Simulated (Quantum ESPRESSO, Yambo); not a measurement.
# A GW chain in Yambo: SrCl2 (Fm-3m), part 2 of 3

Aim: the G0W0 gap of SrCl2 (Fm-3m) on PBE with spin-orbit coupling, step by step.

Quantum ESPRESSO 7.5 and Yambo 5.3.0; PBE and many-body steps on it, plane waves. Known limits of the many-body steps: not at the basis limit.

So far. Step 2 (Ground state): The gap is indirect, with the least direct gap 0.17 eV higher. Step 3 (Bands along the symmetry lines): The gap is 5.342 eV, as in the run before at this level.

## Step 4: Empty states on the mesh, 4×4×4 mesh, 158 bands

Level of this step: DFT, PBE with spin-orbit coupling, plane waves, norm-conserving pseudopotentials (Quantum ESPRESSO).

The sums over transitions need many empty states on a uniform mesh; this step solves for them.

pw.in reads:

```
&control
  calculation = 'nscf'
  prefix = 'x'
  outdir = 'o'
  pseudo_dir = 'pseudo'
/
&system
  ibrav = 0
  nat = 3
  ntyp = 2
  ecutwfc = 56.0
  nbnd = 158
  force_symmorphic = .true.
  noncolin = .true.
  lspinorb = .true.
/
&electrons
  conv_thr = 1e-9
  electron_maxstep = 80
  diago_full_acc = .true.
  diago_thr_init = 5e-6
/
ATOMIC_SPECIES
  Sr 87.62 Sr.upf
  Cl 35.45 Cl.upf
CELL_PARAMETERS angstrom
  -0.0000000000 3.4883500000 3.4883500000
  3.4883500000 -0.0000000000 3.4883500000
  3.4883500000 3.4883500000 -0.0000000000
ATOMIC_POSITIONS crystal
  Sr 0.0000000000 0.0000000000 0.0000000000
  Cl 0.2500000000 0.2500000000 0.2500000000
  Cl 0.7500000000 0.7500000000 0.7500000000
K_POINTS automatic
  4 4 4 0 0 0
```

Launch:

```
> OMP_NUM_THREADS=1 mpirun -n 4 pw.x -nk 4 -in pw.in > pw.out
```

The log of the run:

```text
[banner, memory and clock lines left out]
Program PWSCF v.7.5 starts

     Atomic positions and unit cell read from directory:
     o/x.save/

     Message from routine setup:
     using ibrav=0 with symmetry is DISCOURAGED, use correct ibrav instead

     G-vector sticks info

     bravais-lattice index     =            0
     lattice parameter (alat)  =       9.3225  a.u.
     unit-cell volume          =     572.9105 (a.u.)^3
     number of atoms/cell      =            3
     number of atomic types    =            2
     number of electrons       =        24.00
     number of Kohn-Sham states=          158
     kinetic-energy cutoff     =      56.0000  Ry
     charge density cutoff     =     224.0000  Ry
     Exchange-correlation= PBE
                           (   1   4   3   4   0   0   0)
     Non magnetic calculation with spin-orbit

     celldm(1)=   9.322533  celldm(2)=   0.000000  celldm(3)=   0.000000
     celldm(4)=   0.000000  celldm(5)=   0.000000  celldm(6)=   0.000000

     crystal axes: (cart. coord. in units of alat)
               a(1) = (  -0.000000   0.707107   0.707107 )
               a(2) = (   0.707107  -0.000000   0.707107 )
               a(3) = (   0.707107   0.707107  -0.000000 )

     reciprocal axes: (cart. coord. in units 2 pi/alat)
               b(1) = ( -0.707107  0.707107  0.707107 )
               b(2) = (  0.707107 -0.707107  0.707107 )
               b(3) = (  0.707107  0.707107 -0.707107 )
     Pseudo is Norm-conserving + core correction, Zval = 10.0
     Generated using ONCVPSP code by D. R. Hamann
     Using radial grid of 1834 points, 10 beta functions with:
     Pseudo is Norm-conserving + core correction, Zval =  7.0
     Generated using ONCVPSP code by D. R. Hamann
     Using radial grid of 1028 points, 10 beta functions with:
     Sr               10.00    87.62000     Sr( 1.00)
     Cl                7.00    35.45000     Cl( 1.00)

     48 Sym. Ops., with inversion, found

   Cartesian axes

     site n.     atom                  positions (alat units)
         1        Sr     tau(   1) = (   0.0000000   0.0000000   0.0000000  )
         2        Cl     tau(   2) = (   0.3535534   0.3535534   0.3535534  )
         3        Cl     tau(   3) = (   1.0606602   1.0606602   1.0606602  )

     number of k points=     8
                       cart. coord. in units 2pi/alat
        k(    1) = (   0.0000000   0.0000000   0.0000000), wk =   0.0156250
        k(    2) = (   0.1767767   0.1767767  -0.1767767), wk =   0.1250000
        k(    3) = (  -0.3535534  -0.3535534   0.3535534), wk =   0.0625000
[...]
k(    7) = (  -0.7071068   0.0000000   0.0000000), wk =   0.0468750
        k(    8) = (  -0.7071068   0.3535534   0.0000000), wk =   0.0937500

     Dense  grid:    32455 G-vectors     FFT dimensions: (  45,  45,  45)

     The potential is recalculated from file :
     o/x.save/charge-density

     Starting wfcs are   26 randomized atomic wfcs +  132 random wfcs

     Band Structure Calculation

     End of band structure calculation

          k = 0.0000 0.0000 0.0000 (  4015 PWs)   bands (ev):

   -29.6719 -29.6719 -12.4473 -12.4473 -11.3028 -11.3028 -11.3028 -11.3028
   -10.1524 -10.1524  -9.3048  -9.3048   0.9674   0.9674   1.0607   1.0607
     1.0607   1.0607   2.7164   2.7164   2.8605   2.8605   2.8605   2.8605
[...]
[... 8 further rows ...]
[...]
48.1774  48.1774  48.2338  48.2338  48.2338  48.2338

          k = 0.1768 0.1768-0.1768 (  4032 PWs)   bands (ev):

[...]
[... 8 further rows ...]
[...]
47.1175  47.1175  47.1688  47.1688  48.4000  48.4002

          k =-0.3536-0.3536 0.3536 (  4044 PWs)   bands (ev):

[...]
24.8535  24.8535  24.9499  24.9499  25.3910  25.3910  27.9045  27.9045
     [... 8 further rows ...]
    46.6304  46.6304  46.6419  46.6419  47.1232  47.1232  47.6944  47.6944
    47.7043  47.7043  48.0504  48.0504  48.0565  48.0565

          k = 0.3536 0.0000 0.0000 (  4064 PWs)   bands (ev):

     [... further k-points ...]

     highest occupied, lowest unoccupied level (ev):     3.1479    8.4902

     XML data file, pseudopotentials, collected wavefunctions
```

Elapsed: 28 s, on 4 MPI ranks of Arm Neoverse V2, shared host; peak memory 0.67 GiB; 1.9 min of CPU time.

This step gave:

| Quantity | Value |
| --- | --- |
| gap | 5.342 eV |
| k of the valence top | 0, -0.5, -0.5 |
| k of the conduction bottom | 0, 0, 0 |
| least direct gap | 5.510 eV |
| k points computed | 8 |
| lowest point of the top converged band, above the valence top | 43.90 eV |

On this mesh the gap is 5.342 eV.

## Step 5: Conversion and set-up

This step: Yambo 5.3.0; conversion and set-up on PBE with spin-orbit coupling, plane waves, norm-conserving pseudopotentials.

The states are converted to the many-body program's format and the q mesh is built.

Launch:

```
> (cd o/x.save; p2y > p2y.log; mv SAVE ../..); yambo > setup.log
```

The log of the run:

```text
 Yambo, version 5.3.0

 [02] CORE Variables Setup
 =========================

  [02.01] Unit cells
  ==================

  Cell kind             :  FCC
  Atoms in the cell     :  Sr  Cl
  number of Sr atoms    :  1
  number of Cl atoms    :  2

  List of atomic masses
  Mass of Sr    :  87.62000
  Mass of Cl    :  35.45000

  List of atomic coordinates    : [cc]
  Sr1       :  0.000000  0.000000  0.000000  order 1
  Cl1       :  3.296013  3.296013  3.296013  order 2
  Cl2       :  9.888039  9.888039  9.888039  order 3

  Alat factors          :  6.592026  6.592026  6.592026 [a.u.]
  Direct lattice volume :  572.9105 [a.u.]
  Direct lattice vectors:  A[ 1 ]  A[ 2 ]  A[ 3 ]
   A[ 1 ]: -0.000000  1.000000  1.000000  [iru]
  -0.000000  6.592026  6.592026  [cc]
   A[ 2 ]:  1.000000 -0.000000  1.000000  [iru]
   6.592026 -0.000000  6.592026  [cc]
   A[ 3 ]:  1.000000  1.000000 -0.000000  [iru]
   6.592026  6.592026 -0.000000  [cc]

  Recip. lattice volume :  0.432965 [a.u.]
  Recip. lattice vectors:  B[ 1 ]  B[ 2 ]  B[ 3 ]
   B[ 1 ]: -0.500000  0.500000  0.500000  [iku]
  -0.476575  0.476575  0.476575  [cc]
   B[ 2 ]:  0.500000 -0.500000  0.500000  [iku]
   0.476575 -0.476575  0.476575  [cc]
   B[ 3 ]:  0.500000  0.500000 -0.500000  [iku]
   0.476575  0.476575 -0.476575  [cc]

  [02.02] Symmetries
  ==================

  Inversion symmetry    : yes
  Spatial inversion     : yes
  Inversion index       :  25
  K-space Time-reversal : no
  Magnetic symmetries   : no
  Group table correct   : yes
  Symmetries units      :  [cc]

   [S  1]:   1.0000     -0.61463E-17 -0.61463E-17 -0.61463E-17   1.0000      0.61463E-17  0.61463E-17  0.61463E-17   1.0000
   [S  2]:  -1.0000      0.61463E-17 -0.61463E-17  0.61463E-17  -1.0000      0.61463E-17 -0.61463E-17 -0.61463E-17   1.0000
   [S  3]:  -1.0000     -0.61463E-17  0.61463E-17  0.61463E-17   1.0000     -0.61463E-17 -0.61463E-17  0.61463E-17  -1.0000
[...]
[... 36 further rows ...]
   [S 47]: -0.61463E-17   1.0000      0.61463E-17  0.61463E-17 -0.61463E-17  -1.0000       1.0000      0.61463E-17 -0.61463E-17
   [S 48]: -0.61463E-17  -1.0000     -0.61463E-17  0.61463E-17  0.61463E-17   1.0000       1.0000     -0.61463E-17  0.61463E-17

  [02.03] Reciprocal space
  ========================

  nG shells         :   331
  nG charge         :   32455
  nG WFs            :   4935
  nC WFs            :   4088
  G-vecs. in first 33 shells:  [ Number ]
     1    9   15   27   51   59   65   89  113
    137   169   181   229   259   283   307   331   339
    387   411   459   531   537   561   609   645   701
    725   749   821   869   893   941
  ...
  Shell energy in first 33 shells:  [ mHa ]
    0.00000      340.685      454.247      908.494      1249.18      1362.74      1816.99      2157.67      2271.23
    2725.48      3066.17      3633.97      3974.66      4088.22      4542.47      4883.15      4996.72      5450.96
[...]
BZ  K-points                                      :   64

  K/Q-points units:
  rlu = crystal or reduced units; cc = cartesian coordinates; iku = interal k-units

  K [1]          [rlu]:  0.000000  0.000000  0.000000
         WF components:   4015
  K [2]          [rlu]:  0.30840E-17  0.30840E-17  0.25000
         WF components:   4032
  K [3]          [rlu]: -0.61680E-17 -0.61680E-17 -0.50000
         WF components:   4044
  K [4]          [rlu]: -0.54799E-17  0.25000      0.25000
         WF components:   4064
  K [5]          [rlu]: -0.19719E-16  0.25000     -0.50000
         WF components:   4058
  [... 2 further k-points ...]
  K [8]          [rlu]:  0.250000 -0.500000 -0.250000
         WF components:   4056

  [02.05] Energies & Occupations
  ==============================

  [X] === General ===
  [X] Electronic Temperature                        :  0.000000  0.000000 [eV K]
  [X] Bosonic    Temperature                        :  0.000000  0.000000 [eV K]
  [X] Finite Temperature mode                       : no
  [X] El. density                                   :  0.28270E+24 [cm-3]
  [X] Fermi Level                                   :  3.147934 [eV]

  [X] === Gaps and Widths ===
  [X] Conduction Band Min                           :  5.342311 [eV]
  [X] Valence Band Max                              :  0.000000 [eV]
  [X] Filled Bands                                  :  24
  [X] Empty Bands                                   :   25  158
  [X] Direct Gap                                    :  5.509999 [eV]
  [X] Direct Gap localized at k                     :   7
  [X] Indirect Gap                                  :  5.342311 [eV]
  [X] Indirect Gap between kpts                     :   7   1
  [X] Last valence band width                       :  0.994458 [eV]
  [X] 1st conduction band width                     :  1.375164 [eV]

  E @ K [1]:  [eV]
  -32.81983 -32.81983 -15.59522 -15.59522 -14.45075 -14.45075 -14.45075 -14.45075
  -13.30029 -13.30029 -12.45276 -12.45276  -2.18057  -2.18057  -2.08722  -2.08722
  -2.087217 -2.087217 -0.431511 -0.431511 -0.287456 -0.287456 -0.287456 -0.287455
[...]
occ @ K [1]
[...]
E @ K [2]:  [eV]
[...]
occ @ K [2]
[...]
E @ K [3]:  [eV]
[...]
occ @ K [3]
[...]
E @ K [4]:  [eV]
[...]
occ @ K [4]
[...]
E @ K [5]:  [eV]
[...]
occ @ K [5]
[...]
[... 2 further k-points ...]
  E @ K [8]:  [eV]
[...]
occ @ K [8]
[...]
0.000000  0.000000  0.000000  0.000000  0.000000  0.000000  0.000000  0.000000
   0.000000  0.000000  0.000000  0.000000  0.000000  0.000000  0.000000  0.000000

 [03] Transferred momenta grid and indexing
 ==========================================

 IBZ Q-points                                      :   8
 BZ  Q-points                                      :   64

 K/Q-points units:
 rlu = crystal or reduced units; cc = cartesian coordinates; iku = interal k-units

 Q [1]          [rlu]:  0.000000  0.000000  0.000000
 Q [2]          [rlu]: -0.24672E-16 -0.24672E-16  0.25000
 Q [3]          [rlu]:  0.49343E-16  0.49343E-16 -0.50000
[...]
Q [7]          [rlu]:  0.10960E-16 -0.50000     -0.50000
 Q [8]          [rlu]:  0.250000 -0.500000 -0.250000

  [03.01] X indexes
  =================

   [03.01.01] Sigma indexes
   ========================

 [06] Game Over & Game summary
```

Elapsed: 2.7 s, on 1 MPI rank; peak memory 0.25 GiB.

(Continued in part 3 of 3.)

[Paths, hosts, dates, memory and timing lines, banners, echoed tables and standing remarks are left out of the program output.]

[Logs are printed without paths, hosts, clocks, repeated set-up lines and the standing remarks that a program may print on its own settings, such as how far it seeks lower states.]

[Runs of the session that timed out or met a known fault of the program may be left out.]

[Hosts, paths, dates, database ids (printed as entryN), source tags and the programs' standing remarks are cut or masked in the printed files.]
